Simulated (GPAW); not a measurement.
**Pd L₃ ELNES/XANES of Pd (Palladium, Fm-3m) from DFT**

Aim: the dependence of the Pd L₃ near-edge features of Pd (Palladium, Fm-3m) on volume.

Method: X-ray absorption from dipole matrix elements to empty bands, plane-wave PAW PBE, in GPAW 26.7.0.

Most raw output is cut from this account.

## (1) The starting structure

Symmetry: Fm-3m, No. 225, cubic system. Conventional cell: a = 3.893 Å, b = 3.893 Å, c = 3.893 Å, α = 90.00°, β = 90.00°, γ = 90.00°. Nearest to Pd lie 12 Pd at 2.75 Å.

As a file:

```cif
data_structure
_symmetry_space_group_name_H-M 'Fm-3m'
_symmetry_Int_Tables_number 225
_cell_length_a 3.8930
_cell_length_b 3.8930
_cell_length_c 3.8930
_cell_angle_alpha 90.000
_cell_angle_beta 90.000
_cell_angle_gamma 90.000
_cell_volume 59.00
loop_
_atom_site_label
_atom_site_type_symbol
_atom_site_symmetry_multiplicity
_atom_site_Wyckoff_symbol
_atom_site_fract_x
_atom_site_fract_y
_atom_site_fract_z
_atom_site_occupancy
Pd1 Pd 4 a 0.00000 0.00000 0.00000 1
```

## (2) Ground state of the crystal

A plain self-consistent run shows whether there is a gap, which decides the set-up of the core-hole run.

File scf.py:

```python
import numpy as np
from ase import Atoms
from ase.parallel import parprint, paropen
from gpaw import GPAW, PW, FermiDirac, Mixer, MixerDif, setup_paths
from gpaw.test import gen
setup_paths.insert(0, '.')
gen('Pd', name='nch2p', xcname='PBE', corehole=(2, 1, 0), write_xml=True)
from gpaw.mpi import world
world.barrier()

atoms = Atoms('Pd',
    cell=[[0, 1.9465, 1.9465],
     [1.9465, 0, 1.9465],
     [1.9465, 1.9465, 0]],
    scaled_positions=[[0, 0, 0]],
    pbc=True)
atoms.calc = calc = GPAW(legacy_gpaw=True, mode=PW(430, force_complex_dtype=True), xc='PBE', setups={0: 'nch2p'},
    kpts={'size': (11, 11, 11), 'gamma': True}, occupations=FermiDirac(0.05),
    charge=0, mixer=Mixer(0.1, 5, 50), maxiter=150,
    convergence={'density': 0.0001, 'eigenstates': 1e-6}, txt='scf.txt')
energy = atoms.get_potential_energy() + calc.get_reference_energy()
ef = calc.get_fermi_level()
out = dict(energy=energy, fermi=ef, forces=atoms.get_forces().tolist())
parprint(f'all-electron energy {energy:.4f} eV, Fermi level {ef:.4f} eV')
ev = np.array([[calc.get_eigenvalues(k, s) for k in range(len(calc.get_ibz_k_points()))] for s in range(calc.get_number_of_spins())])
out['homo'], out['lumo'], out['counts'] = ev[ev < ef].max(), ev[ev > ef].min(), sorted(set((ev < ef).sum((0, 2)).tolist()))
out['filled'] = (ev[:, 0] < ef).sum(1).tolist()
import json
with paropen('out.json', 'w') as f:
    json.dump(out, f)
```

On the command line:

```bash
> OMP_NUM_THREADS=1 mpirun -n 4 gpaw python scf.py
```

The job ended after 7.7 s (4 MPI ranks of Arm Neoverse V1, shared host; peak memory 0.15 GiB; 30 s of CPU time).

The mesh shows no gap, so the system is treated as a metal and the core electron is put at the Fermi level (neutral cell).

## (3) Reference energy of the supercell

The photon energy needs a difference of total energies, so the cell and mesh of the coming hole run are first run without a hole.

scf.py: that of step 2 with these lines changed.

```diff
@@ -10,10 +10,17 @@
 
-atoms = Atoms('Pd',
-    cell=[[0, 1.9465, 1.9465],
-     [1.9465, 0, 1.9465],
-     [1.9465, 1.9465, 0]],
-    scaled_positions=[[0, 0, 0]],
+atoms = Atoms('Pd8',
+    cell=[[0, 3.893, 3.893],
+     [3.893, 0, 3.893],
+     [3.893, 3.893, 0]],
+    scaled_positions=[[0, 0, 0],
+     [0, 0, 0.5],
+     [0, 0.5, 0],
+     [0.5, 0, 0],
+     [0, 0.5, 0.5],
+     [0.5, 0, 0.5],
+     [0.5, 0.5, 0],
+     [0.5, 0.5, 0.5]],
     pbc=True)
 atoms.calc = calc = GPAW(legacy_gpaw=True, mode=PW(430, force_complex_dtype=True), xc='PBE', setups={0: 'nch2p'},
-    kpts={'size': (11, 11, 11), 'gamma': True}, occupations=FermiDirac(0.05),
+    kpts={'size': (5, 5, 5), 'gamma': True}, occupations=FermiDirac(0.1),
     charge=0, mixer=Mixer(0.1, 5, 50), maxiter=150,
```

Run time: 33 s. Hardware: 4 MPI ranks; peak memory 0.21 GiB.

Reference energy: -1097850.836 eV with the cores included.

## (4) Spectrum with XCH, Pd atom 1

The holes are 5.5 Å apart. In GPAW the data set carries the hole's charge, so charge=0 means a charged cell and charge=-1 a neutral one. The excited electron is kept in the cell, where it fills the lowest empty states and screens the hole. After the field has converged, empty bands are computed with the density fixed and the dipole matrix elements are summed.

The absorber has 12 Pd at 2.75 Å (cuboctahedral, site symmetry m-3m).

File xas.py:

```python
import numpy as np
from ase import Atoms
from ase.parallel import parprint, paropen
from gpaw import GPAW, PW, FermiDirac, Mixer, MixerDif, setup_paths
from gpaw.test import gen
setup_paths.insert(0, '.')
gen('Pd', name='fch2p', xcname='PBE', corehole=(2, 1, 1), write_xml=True)
from gpaw.mpi import world
world.barrier()

atoms = Atoms('Pd8',
    cell=[[0, 3.893, 3.893],
     [3.893, 0, 3.893],
     [3.893, 3.893, 0]],
    scaled_positions=[[0, 0, 0],
     [0, 0, 0.5],
     [0, 0.5, 0],
     [0.5, 0, 0],
     [0, 0.5, 0.5],
     [0.5, 0, 0.5],
     [0.5, 0.5, 0],
     [0.5, 0.5, 0.5]],
    pbc=True)
atoms.calc = calc = GPAW(legacy_gpaw=True, mode=PW(430, force_complex_dtype=True), xc='PBE', setups={0: 'fch2p'},
    kpts={'size': (5, 5, 5), 'gamma': True}, occupations=FermiDirac(0.1),
    charge=-1, mixer=Mixer(0.1, 5, 50), maxiter=150,
    convergence={'density': 0.0001, 'eigenstates': 1e-6}, txt='scf.txt')
energy = atoms.get_potential_energy() + calc.get_reference_energy()
ef = calc.get_fermi_level()
out = dict(energy=energy, fermi=ef, forces=atoms.get_forces().tolist())
parprint(f'all-electron energy {energy:.4f} eV, Fermi level {ef:.4f} eV')
ev = np.array([[calc.get_eigenvalues(k, s) for k in range(len(calc.get_ibz_k_points()))] for s in range(calc.get_number_of_spins())])
out['homo'], out['lumo'], out['counts'] = ev[ev < ef].max(), ev[ev > ef].min(), sorted(set((ev < ef).sum((0, 2)).tolist()))
out['filled'] = (ev[:, 0] < ef).sum(1).tolist()

from ase.units import Ha
from gpaw.xas import dipole_matrix_elements
nb = int(calc.get_number_of_electrons() / 2) + 113
top, nb = nb, nb + 8 + nb // 12
nscf = calc.fixed_density(kpts={'size': (7, 7, 7), 'gamma': True}, nbands=nb,
    convergence={'bands': top, 'eigenstates': 5e-3}, maxiter=60, txt='nscf.txt')
cell = atoms.cell.array
ops = [cell.T @ U.T @ np.linalg.inv(cell.T) for U in nscf.wfs.kd.symmetry.op_scc]
E = np.arange(-6, 34, 0.1)
fwhm = np.interp(E, [4, 25], [2.25, 3.5])
Y, X, zero, highest = 0, 0, 1e9, 1e9
for spin in range(nscf.get_number_of_spins()):
    wfs = nscf.wfs
    mine = wfs.bd.get_slice()  # this rank's bands
    A = dipole_matrix_elements(wfs.setups[0])
    eps = np.zeros((wfs.kd.nibzkpts, nb))
    d = np.zeros((3, A.shape[1], wfs.kd.nibzkpts, nb), complex)
    for kpt in wfs.kpt_u:
        if kpt.s == spin and 0 in kpt.P_ani:
            eps[kpt.k, mine] = kpt.eps_n * Ha
            d[:, :, kpt.k, mine] = (kpt.weight * wfs.nspins / 2) ** 0.5 * np.inner(A, kpt.P_ani[0])
    world.sum(eps)
    world.sum(d)
    T = np.einsum('amkn,bmkn->abkn', d, d.conj()).real
    T = sum(np.einsum('ai,ijkn,bj->abkn', R, T, R) for R in ops) / len(ops)
    empty = eps > ef
    zero, highest = min(zero, eps[empty].min()), min(highest, eps[:, top - 1].min())
    lines = [(eps, T, empty)] if spin == 0 else lines + [(eps, T, empty)]
for eps, T, empty in lines:
    f = np.einsum('aakn->akn', T).reshape(3, -1)
    x = eps.ravel() - zero
    w = np.interp(x, E, fwhm) / 2.35482
    g = np.exp(-0.5 * ((E[:, None] - x) / w) ** 2) / (w * (2 * np.pi) ** 0.5)
    Y = Y + (f * empty.ravel()) @ g.T
    X = X + (f * ~empty.ravel()) @ g.T
out.update(E=E.round(2).tolist(), xas=Y.tolist(), xes=X.tolist(), zero=zero, valid=highest - zero, nk=len(eps), nb=nb)
for i in range(0, len(E), 10):
    parprint(f'{E[i]:7.2f}', *(f'{v:10.3e}' for v in Y[:, i]))
import json
with paropen('out.json', 'w') as f:
    json.dump(out, f)
```

On the command line:

```bash
> OMP_NUM_THREADS=1 mpirun -n 4 gpaw python xas.py
```

Wall time 83 s (4 MPI ranks); peak memory 0.33 GiB; 5.5 min of CPU time.

The Pd L₃ spectrum, Pd atom 1, excited-electron core hole (neutral cell) (energy from the lowest empty level; intensity scaled to a mean of 1 over the first 20 eV):

```tsv
E (eV)	intensity
-2.0	0.01
-1.4	0.03
-0.8	0.09
-0.2	0.22
0.4	0.42
1.0	0.61
1.6	0.74
2.2	0.78
2.8	0.78
3.4	0.76
4.0	0.73
4.6	0.69
5.2	0.65
5.8	0.66
6.4	0.74
7.0	0.86
7.6	0.96
8.2	1.00
8.8	0.99
9.4	1.00
10.0	1.07
10.6	1.19
11.2	1.29
11.8	1.36
12.4	1.39
13.0	1.39
13.6	1.39
14.2	1.38
14.8	1.36
15.4	1.33
16.0	1.28
16.6	1.21
17.2	1.12
17.8	1.02
18.4	0.95
19.0	0.94
19.6	1.00
20.2	1.11
20.8	1.20
21.4	1.23
22.0	1.18
22.6	1.06
23.2	0.94
23.8	0.85
24.4	0.84
25.0	0.92
25.6	1.06
26.2	1.23
26.8	1.38
27.4	1.49
28.0	1.53
28.6	1.51
29.2	1.46
29.8	1.37
30.4	1.25
31.0	1.12
31.6	1.00
```

Main maxima below 30 eV (height): 2.4 eV (0.78), 12.8 eV (1.39), 21.4 eV (1.23) and 28.2 eV (1.53). At an L edge the dipole rule selects empty d (and weakly s) states on the absorber, and this run shows no strong white line at the onset; the kept electron can fill the absorber's last d holes, so the method may weaken a line that a measurement shows.

The energy difference (zero at 3214 eV) isn't read as a photon energy: for so heavy an absorber the terms left out (core spin–orbit splitting, the hole's spin, the functional's error) amount to tens of eV or more.

## (5) Supercell without a hole, the energy reference

The cell changes for the next run, so it gets a reference energy of its own.

The cell differs from the one that the last finished run ended in (a 5.506 → 5.393 Å, b 5.506 → 5.393 Å, c 5.506 → 5.393 Å).

scf.py: that of step 3 with these lines changed.

```diff
@@ -11,5 +11,5 @@
 atoms = Atoms('Pd8',
-    cell=[[0, 3.893, 3.893],
-     [3.893, 0, 3.893],
-     [3.893, 3.893, 0]],
+    cell=[[0, 3.81352872, 3.81352872],
+     [3.81352872, 0, 3.81352872],
+     [3.81352872, 3.81352872, 0]],
     scaled_positions=[[0, 0, 0],
```

On the command line:

```bash
> OMP_NUM_THREADS=1 mpirun -n 4 gpaw python scf.py
```

It took 30 s on 4 MPI ranks; peak memory 0.21 GiB.

Reference energy: -1097850.212 eV with the cores included.

## (6) Spectrum with XCH, Pd atom 1

Shorter bonds are expected to push antibonding states and scattering resonances up, and longer ones down; the cell is scaled to test that.

Changed against the first core-hole run: volume scale from 1 to 0.94.

xas.py: that of step 4 with these lines changed.

```diff
@@ -11,5 +11,5 @@
 atoms = Atoms('Pd8',
-    cell=[[0, 3.893, 3.893],
-     [3.893, 0, 3.893],
-     [3.893, 3.893, 0]],
+    cell=[[0, 3.81352872, 3.81352872],
+     [3.81352872, 0, 3.81352872],
+     [3.81352872, 3.81352872, 0]],
     scaled_positions=[[0, 0, 0],
@@ -37,3 +37,3 @@
 from gpaw.xas import dipole_matrix_elements
-nb = int(calc.get_number_of_electrons() / 2) + 113
+nb = int(calc.get_number_of_electrons() / 2) + 109
 top, nb = nb, nb + 8 + nb // 12
```

On the command line:

```bash
> OMP_NUM_THREADS=1 mpirun -n 4 gpaw python xas.py
```

It took 80 s on 4 MPI ranks; peak memory 0.32 GiB.

```tsv
E (eV)	first run	this run
-2.0	0.01	0.01
-1.0	0.06	0.06
0.0	0.29	0.28
1.0	0.61	0.61
2.0	0.77	0.78
3.0	0.77	0.77
4.0	0.73	0.73
5.0	0.66	0.67
6.0	0.68	0.63
7.0	0.86	0.75
8.0	1.00	0.96
9.0	0.99	1.00
10.0	1.07	1.01
11.0	1.26	1.18
12.0	1.37	1.37
13.0	1.39	1.43
14.0	1.38	1.43
15.0	1.35	1.41
16.0	1.28	1.37
17.0	1.15	1.25
18.0	0.99	1.06
19.0	0.94	0.90
20.0	1.07	0.91
21.0	1.22	1.10
22.0	1.18	1.23
23.0	0.98	1.13
24.0	0.84	0.92
25.0	0.92	0.81
26.0	1.18	0.93
27.0	1.42	1.20
28.0	1.53	1.43
29.0	1.48	1.50
30.0	1.33	1.44
31.0	1.12	1.27
32.0	0.93	1.06
```

Against the first run the r.m.s. difference is 9 %. The highest intensity below 24 eV goes from 12.8 eV (1.39) to 13.4 eV (1.43).

The photon energy of the zero moves by +0.18 eV.

## (7) Reference energy of the supercell

The cell differs from the one that the last finished run ended in (a 5.393 → 5.450 Å, b 5.393 → 5.450 Å, c 5.393 → 5.450 Å).

scf.py: that of step 5 with these lines changed.

```diff
@@ -11,5 +11,5 @@
 atoms = Atoms('Pd8',
-    cell=[[0, 3.81352872, 3.81352872],
-     [3.81352872, 0, 3.81352872],
-     [3.81352872, 3.81352872, 0]],
+    cell=[[0, 3.85367408, 3.85367408],
+     [3.85367408, 0, 3.85367408],
+     [3.85367408, 3.85367408, 0]],
     scaled_positions=[[0, 0, 0],
```

On the command line:

```bash
> OMP_NUM_THREADS=1 mpirun -n 4 gpaw python scf.py
```

Elapsed: 31 s, on 4 MPI ranks; peak memory 0.21 GiB.

Reference energy: -1097850.605 eV with the cores included.

## (8) Spectrum with XCH, Pd atom 1

Changed against the first core-hole run: volume scale from 1 to 0.97.

xas.py: that of step 6 with these lines changed.

```diff
@@ -11,5 +11,5 @@
 atoms = Atoms('Pd8',
-    cell=[[0, 3.81352872, 3.81352872],
-     [3.81352872, 0, 3.81352872],
-     [3.81352872, 3.81352872, 0]],
+    cell=[[0, 3.85367408, 3.85367408],
+     [3.85367408, 0, 3.85367408],
+     [3.85367408, 3.85367408, 0]],
     scaled_positions=[[0, 0, 0],
@@ -37,3 +37,3 @@
 from gpaw.xas import dipole_matrix_elements
-nb = int(calc.get_number_of_electrons() / 2) + 109
+nb = int(calc.get_number_of_electrons() / 2) + 111
 top, nb = nb, nb + 8 + nb // 12
```

On the command line:

```bash
> OMP_NUM_THREADS=1 mpirun -n 4 gpaw python xas.py
```

Wall time 82 s (4 MPI ranks); peak memory 0.32 GiB.

```tsv
E (eV)	first run	this run
-2.0	0.01	0.01
-1.0	0.06	0.06
0.0	0.29	0.28
1.0	0.61	0.61
2.0	0.77	0.78
3.0	0.77	0.77
4.0	0.73	0.73
5.0	0.66	0.66
6.0	0.68	0.65
7.0	0.86	0.81
8.0	1.00	0.99
9.0	0.99	0.99
10.0	1.07	1.04
11.0	1.26	1.23
12.0	1.37	1.38
13.0	1.39	1.41
14.0	1.38	1.41
15.0	1.35	1.38
16.0	1.28	1.32
17.0	1.15	1.20
18.0	0.99	1.02
19.0	0.94	0.91
20.0	1.07	0.99
21.0	1.22	1.17
22.0	1.18	1.22
23.0	0.98	1.06
24.0	0.84	0.86
25.0	0.92	0.85
26.0	1.18	1.05
27.0	1.42	1.32
28.0	1.53	1.49
29.0	1.48	1.50
30.0	1.33	1.39
31.0	1.12	1.20
32.0	0.93	0.99
```

Against the first run the r.m.s. difference is 4 %. The highest intensity below 24 eV goes from 12.8 eV (1.39) to 13.2 eV (1.41).

The photon energy of the zero moves by +0.09 eV.

## (9) Reference energy of the supercell

The cell differs from the one that the last finished run ended in (a 5.450 → 5.560 Å, b 5.450 → 5.560 Å, c 5.450 → 5.560 Å).

scf.py: that of step 7 with these lines changed.

```diff
@@ -11,5 +11,5 @@
 atoms = Atoms('Pd8',
-    cell=[[0, 3.85367408, 3.85367408],
-     [3.85367408, 0, 3.85367408],
-     [3.85367408, 3.85367408, 0]],
+    cell=[[0, 3.93154706, 3.93154706],
+     [3.93154706, 0, 3.93154706],
+     [3.93154706, 3.93154706, 0]],
     scaled_positions=[[0, 0, 0],
```

On the command line:

```bash
> OMP_NUM_THREADS=1 mpirun -n 4 gpaw python scf.py
```

Run time: 25 s. Hardware: 4 MPI ranks; peak memory 0.21 GiB; 1.7 min of CPU time.

Reference energy: -1097850.921 eV with the cores included.

## (10) Spectrum with XCH, Pd atom 1

Changed against the first core-hole run: volume scale from 1 to 1.03.

xas.py: that of step 8 with these lines changed.

```diff
@@ -11,5 +11,5 @@
 atoms = Atoms('Pd8',
-    cell=[[0, 3.85367408, 3.85367408],
-     [3.85367408, 0, 3.85367408],
-     [3.85367408, 3.85367408, 0]],
+    cell=[[0, 3.93154706, 3.93154706],
+     [3.93154706, 0, 3.93154706],
+     [3.93154706, 3.93154706, 0]],
     scaled_positions=[[0, 0, 0],
@@ -37,3 +37,3 @@
 from gpaw.xas import dipole_matrix_elements
-nb = int(calc.get_number_of_electrons() / 2) + 111
+nb = int(calc.get_number_of_electrons() / 2) + 115
 top, nb = nb, nb + 8 + nb // 12
```

On the command line:

```bash
> OMP_NUM_THREADS=1 mpirun -n 4 gpaw python xas.py
```

Elapsed: 85 s, on 4 MPI ranks; peak memory 0.33 GiB.

```tsv
E (eV)	first run	this run
-2.0	0.01	0.01
-1.0	0.06	0.06
0.0	0.29	0.28
1.0	0.61	0.61
2.0	0.77	0.77
3.0	0.77	0.77
4.0	0.73	0.72
5.0	0.66	0.66
6.0	0.68	0.71
7.0	0.86	0.90
8.0	1.00	1.00
9.0	0.99	0.99
10.0	1.07	1.11
11.0	1.26	1.28
12.0	1.37	1.36
13.0	1.39	1.37
14.0	1.38	1.35
15.0	1.35	1.31
16.0	1.28	1.23
17.0	1.15	1.10
18.0	0.99	0.98
19.0	0.94	0.99
20.0	1.07	1.14
21.0	1.22	1.24
22.0	1.18	1.12
23.0	0.98	0.91
24.0	0.84	0.85
25.0	0.92	1.02
26.0	1.18	1.29
27.0	1.42	1.49
28.0	1.53	1.53
29.0	1.48	1.44
30.0	1.33	1.27
31.0	1.12	1.06
32.0	0.93	0.89
```

Against the first run the r.m.s. difference is 4 %. The highest intensity below 24 eV goes from 12.8 eV (1.39) to 12.6 eV (1.37).

The photon energy of the zero moves by -0.09 eV.

## (11) Reference energy of the supercell

The cell differs from the one that the last finished run ended in (a 5.560 → 5.614 Å, b 5.560 → 5.614 Å, c 5.560 → 5.614 Å).

scf.py: that of step 9 with these lines changed.

```diff
@@ -11,5 +11,5 @@
 atoms = Atoms('Pd8',
-    cell=[[0, 3.93154706, 3.93154706],
-     [3.93154706, 0, 3.93154706],
-     [3.93154706, 3.93154706, 0]],
+    cell=[[0, 3.96935272, 3.96935272],
+     [3.96935272, 0, 3.96935272],
+     [3.96935272, 3.96935272, 0]],
     scaled_positions=[[0, 0, 0],
```

On the command line:

```bash
> OMP_NUM_THREADS=1 mpirun -n 4 gpaw python scf.py
```

It took 24 s on 4 MPI ranks; peak memory 0.21 GiB.

Reference energy: -1097850.901 eV with the cores included.

## (12) Spectrum with XCH, Pd atom 1

Changed against the first core-hole run: volume scale from 1 to 1.06.

xas.py: that of step 10 with these lines changed.

```diff
@@ -11,5 +11,5 @@
 atoms = Atoms('Pd8',
-    cell=[[0, 3.93154706, 3.93154706],
-     [3.93154706, 0, 3.93154706],
-     [3.93154706, 3.93154706, 0]],
+    cell=[[0, 3.96935272, 3.96935272],
+     [3.96935272, 0, 3.96935272],
+     [3.96935272, 3.96935272, 0]],
     scaled_positions=[[0, 0, 0],
@@ -37,3 +37,3 @@
 from gpaw.xas import dipole_matrix_elements
-nb = int(calc.get_number_of_electrons() / 2) + 115
+nb = int(calc.get_number_of_electrons() / 2) + 117
 top, nb = nb, nb + 8 + nb // 12
```

On the command line:

```bash
> OMP_NUM_THREADS=1 mpirun -n 4 gpaw python xas.py
```

Run time: 87 s. Hardware: 4 MPI ranks; peak memory 0.34 GiB; 5.8 min of CPU time.

```tsv
E (eV)	first run	this run
-2.0	0.01	0.01
-1.0	0.06	0.07
0.0	0.29	0.29
1.0	0.61	0.61
2.0	0.77	0.77
3.0	0.77	0.76
4.0	0.73	0.72
5.0	0.66	0.67
6.0	0.68	0.74
7.0	0.86	0.93
8.0	1.00	0.99
9.0	0.99	1.00
10.0	1.07	1.14
11.0	1.26	1.29
12.0	1.37	1.34
13.0	1.39	1.34
14.0	1.38	1.32
15.0	1.35	1.27
16.0	1.28	1.19
17.0	1.15	1.07
18.0	0.99	0.98
19.0	0.94	1.05
20.0	1.07	1.20
21.0	1.22	1.22
22.0	1.18	1.05
23.0	0.98	0.88
24.0	0.84	0.90
25.0	0.92	1.13
26.0	1.18	1.39
27.0	1.42	1.53
28.0	1.53	1.52
29.0	1.48	1.40
30.0	1.33	1.20
31.0	1.12	1.00
32.0	0.93	0.87
```

Against the first run the r.m.s. difference is 8 %. The highest intensity below 24 eV goes from 12.8 eV (1.39) to 12.4 eV (1.35).

The photon energy of the zero moves by -0.17 eV.

## (13) The volumes side by side

```tsv
volume	nearest distance (Å)	shift of the zero (eV)	maximum 1 (eV above own zero)	maximum 2 (eV above own zero)	maximum 3 (eV above own zero)	maximum 4 (eV above own zero)
0.94	2.697	+0.18	2.4	13.4	22.0	29.0
0.97	2.725	+0.09	2.4	13.2	21.8	28.6
1	2.753	+0.00	2.4	12.8	21.4	28.2
1.03	2.780	-0.09	2.4	12.6	21.0	27.8
1.06	2.807	-0.17	2.4	12.4	20.6	27.4
```

The curves, each shifted by its zero's change so that they share one photon-energy axis, counted from the zero at V × 1:

```tsv
E (eV)	V × 0.94	V × 0.97	V × 1	V × 1.03	V × 1.06
-2.0	0.00	0.00	0.01	0.01	0.01
-1.0	0.04	0.05	0.06	0.07	0.09
0.0	0.23	0.26	0.29	0.31	0.35
1.0	0.56	0.59	0.61	0.63	0.65
2.0	0.76	0.77	0.77	0.77	0.77
3.0	0.78	0.78	0.77	0.76	0.76
4.0	0.74	0.74	0.73	0.72	0.71
5.0	0.68	0.67	0.66	0.66	0.67
6.0	0.62	0.64	0.68	0.72	0.77
7.0	0.72	0.79	0.86	0.91	0.95
8.0	0.93	0.98	1.00	0.99	0.99
9.0	1.01	1.00	0.99	1.00	1.02
10.0	1.00	1.03	1.07	1.12	1.17
11.0	1.14	1.21	1.26	1.29	1.31
12.0	1.34	1.37	1.37	1.36	1.35
13.0	1.43	1.41	1.39	1.37	1.34
14.0	1.43	1.41	1.38	1.35	1.32
15.0	1.42	1.39	1.35	1.31	1.26
16.0	1.38	1.33	1.28	1.22	1.17
17.0	1.28	1.21	1.15	1.09	1.05
18.0	1.10	1.04	0.99	0.97	0.98
19.0	0.92	0.91	0.94	1.00	1.07
20.0	0.89	0.97	1.07	1.16	1.22
21.0	1.06	1.16	1.22	1.23	1.20
22.0	1.22	1.23	1.18	1.10	1.01
23.0	1.17	1.07	0.98	0.90	0.86
24.0	0.96	0.87	0.84	0.86	0.93
25.0	0.82	0.84	0.92	1.04	1.17
26.0	0.89	1.03	1.18	1.32	1.43
27.0	1.15	1.30	1.42	1.50	1.54
28.0	1.39	1.48	1.53	1.53	1.51
29.0	1.50	1.51	1.48	1.43	1.37
30.0	1.46	1.40	1.33	1.25	1.17
31.0	1.31	1.21	1.12	1.04	0.97
32.0	1.10	1.00	0.93	0.88	0.86
```

## (14) Results

```yaml
absorber_and_edge: Pd L₃, atom 1 of the ground-state input (counted from 1)
surroundings: 12 Pd at 2.75 Å (cuboctahedral, site symmetry m-3m)
highest_intensity_below_24_ev: 12.8 eV above the zero, height 1.39
```

From V × 0.94 to V × 1.06 the nearest distance grows by 0.110 Å and the zero moves by -0.35 eV. Above their own zero, the maxima move from 2.4 to 2.4 eV, from 13.4 to 12.4 eV, from 22.0 to 20.6 eV and from 29.0 to 27.4 eV. The Pd L₃ edge of atom 1, with 12 Pd at 2.75 Å (cuboctahedral, site symmetry m-3m), has its highest intensity of the first 24 eV at 12.8 eV above the zero, 1.4 times the mean level of the first 20 eV (Gaussian full width 2.25 eV up to 4 eV, rising linearly to 3.5 eV at 25 eV). Only the L₃ part is meant: spin–orbit coupling of the core level isn't computed and the L₂ copy isn't added. The script folds with a Gaussian, whereas the core hole's own line is a Lorentzian, so the onset is too steep and the first peak too high. The holes are only 5.5 Å apart, so the shape is probably not converged with cell size; no larger cell was run here. Lifetime broadening is put in by hand, and intensities beyond about 20 eV depend on it and on the partial waves. The structure is a published determination, not relaxed.

[Logs are printed without paths, hosts, clocks, repeated set-up lines and the standing remarks that a program may print on its own settings, such as how far it seeks lower states.]

[Hosts, paths, dates, database ids (printed as entryN), source tags and the programs' standing remarks are cut or masked in the printed files.]

[Lists of maxima count a maximum above −3 eV only where it reaches 4 % of the highest in the window and stands out from its surroundings by 2 % of it (1.5 % where it reaches 55 %); shoulders and weaker maxima are passed over, and of the rest the first, up to two pre-edge ones and the few strongest are named.]
